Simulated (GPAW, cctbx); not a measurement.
# Reading charge transfer from structure factors

Ba3Zn, Pm-3m (no. 221), a = 5.7031 Å, b = 5.7031 Å, c = 5.7031 Å, α = 90.00°, β = 90.00°, γ = 90.00°.

```csv
atom,mult.,x,y,z
Ba1,3,0,1/2,1/2
Zn1,1,0,0,0
```

The cell comes from substitution in a known structure type and wasn't matched to any measured phase.

Absolute values of the static structure factors of the conventional cell from DFT (PBE, GPAW) against free spherical atoms, in electrons:

```csv
hkl,d (Å),free atoms,crystal
010,5.703,23.66,23.80
011,4.033,22.49,22.44
111,3.293,169.24,169.08
020,2.852,163.73,163.73
021,2.550,20.50,20.68
121,2.328,20.01,20.10
022,2.016,147.23,147.10
030,1.901,18.82,18.78
122,1.901,18.82,18.77
031,1.804,18.50,18.49
```

**Question.** Which way does charge move, and which reflections show it best?

Project each element's phase sum on the total phase. At low angle |F| should rise if density moves to atoms that scatter in phase and fall if it moves to atoms that scatter against it.

| hkl | Ba in phase | Zn in phase | change (e) | (%) |
| --- | --- | --- | --- | --- |
| 010 | +1.0 | -1.0 | +0.15 | +0.6 |
| 011 | +1.0 | -1.0 | -0.05 | -0.2 |
| 111 | +3.0 | +1.0 | -0.16 | -0.1 |
| 020 | +3.0 | +1.0 | 0.00 | 0.0 |
| 021 | +1.0 | -1.0 | +0.18 | +0.9 |
| 121 | +1.0 | -1.0 | +0.09 | +0.5 |
| 022 | +3.0 | +1.0 | -0.13 | -0.1 |
| 030 | +1.0 | -1.0 | -0.04 | -0.2 |

Low-angle reflections that set elements apart and change by more than 0.05 e: 010, 021 and 121. The real-space density gives Voronoi charges Ba +0.02, Zn -0.05 e. The rule read on the reflections points the other way from these charges in every case, so the two measures disagree on the direction. The reflections see the density near the nuclei and the atoms' change of size and shape; Voronoi cells count what crosses the midplanes.

[Outputs are excerpts: Python notices, other lines and further rows are left out; steps that failed or that the build refused (PBEsol, TPSS) are not shown.]

[Logs are printed without paths, hosts, clocks, repeated set-up lines and the standing remarks that a program may print on its own settings, such as how far it seeks lower states.]
